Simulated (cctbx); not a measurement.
## Accept or mend?

Cell a = 9.9950 Å, b = 10.4440 Å, c = 10.4520 Å, α = 90.00°, β = 90.00°, γ = 90.00°; space group Immm (no. 71).

Simulated single-crystal data (cctbx): Ag Kα, λ = 0.56087 Å, to d = 0.84 Å, 50 % of the full sphere, strongest reflection 20000 counts, noise from counting, a 6 % proportional error and a noise floor of 2 counts (s.d.); no absorption, and some extinction, which the refinements don't model.

An anisotropic refinement with weights 1/σ² prints:

```text
Rint 0.043, 91 unique reflections to 1.61 A
cycle     R1     wR2    GooF  max shift (A)
   1  0.0227  0.0646   1.732   0.00294
   2  0.0149  0.0342   0.917   0.00001
final R1 0.0149 wR2 0.0342 GooF 0.917  parameters 32  data/parameter 2.8
atom        x        y        z      Ueq    occ   su(xyz)  su(Uiso or U11)
Tb1    0.28772  0.50000  0.31907   0.0065  1.000  0.00016  0.0022
Tb2    0.30724  0.82346  0.50000   0.0098  1.000  0.00015  0.0021
Tb3    0.00000  0.25854  0.70894   0.0153  1.000  0.00014  0.0024
Sn1    0.00000  0.00000  0.50000   0.0156  1.000  0.00000  0.0041
In1    0.50000  0.00000  0.00000   0.0142  1.000  0.00000  0.0040
Mg1    0.00000  0.87908  0.00000   0.0197  1.000  0.00138  0.0151
Mg2    0.50000  0.00000  0.35788   0.0182  1.000  0.00140  0.0129
difference map: max 0.81 min -0.59 rms 0.14
Q1    0.0000  0.4045  0.0000    4    0.81  1.79 A from Mg2
Q2    0.0000  0.1055  0.1972    8    0.43  1.88 A from Tb3
Q3    0.1197  0.1015  0.5000    8    0.41  1.60 A from Sn1
Q4    0.1648  0.2719  0.5000    8    0.38  1.74 A from Tb2
Q5    0.0000  0.4480  0.3903    8    0.33  1.27 A from In1
Q6    0.2062  0.0000  0.2750    8    0.32  0.99 A from Tb1
```

Q: Accept it or mend it, and why?

Mend it. The fault: data cut at low resolution. Against the right model at the same level, R1 goes from 0.0171 to 0.0149 and GooF from 0.94 to 0.92. The atoms are right, but there are too few data for the parameters: R1 flatters and the s.u.s grow. Data per parameter fall from 17.6 to 2.8.

The compound is Tb12Mg4InSn. The right model at the same level gives:

```text
Rint 0.046, 564 unique reflections to 0.84 A
cycle     R1     wR2    GooF  max shift (A)
   1  0.0376  0.1232   2.737   0.00945
   2  0.0171  0.0424   0.942   0.00001
final R1 0.0171 wR2 0.0424 GooF 0.942  parameters 32  data/parameter 17.6
atom        x        y        z      Ueq    occ   su(xyz)  su(Uiso or U11)
Tb1    0.28769  0.50000  0.31902   0.0073  1.000  0.00003  0.0002
Tb2    0.30723  0.82344  0.50000   0.0105  1.000  0.00003  0.0002
Tb3    0.00000  0.25853  0.70890   0.0160  1.000  0.00003  0.0002
Sn1    0.00000  0.00000  0.50000   0.0189  1.000  0.00000  0.0006
In1    0.50000  0.00000  0.00000   0.0134  1.000  0.00000  0.0005
Mg1    0.00000  0.87994  0.00000   0.0145  1.000  0.00032  0.0017
Mg2    0.50000  0.00000  0.35800   0.0184  1.000  0.00038  0.0017
difference map: max 1.33 min -1.49 rms 0.28
Q1    0.1915  0.1772  0.5000    8    1.35  1.16 A from Tb2
Q2    0.0000  0.5000  0.3691    4    1.18  1.37 A from In1
Q3    0.2096  0.5000  0.3234    8    1.00  0.78 A from Tb1
Q4    0.0742  0.3808  0.0000    8    0.99  1.33 A from Tb2
Q5    0.0903  0.2384  0.5000    8    0.98  2.26 A from Tb2
Q6    0.0000  0.4360  0.0000    4    0.97  1.63 A from Mg2
```

Isotropic U is held between 0.0001 and 1 Å² by the program, and listed peak heights are interpolated, so they can pass the grid's maximum.

The model is made up (kin elements in a known structure type, no relaxation), so it says nothing on whether the phase exists.

[Middle refinement cycles are left out of these outputs.]

[Logs are printed without paths, hosts, clocks, repeated set-up lines and the standing remarks that a program may print on its own settings, such as how far it seeks lower states.]
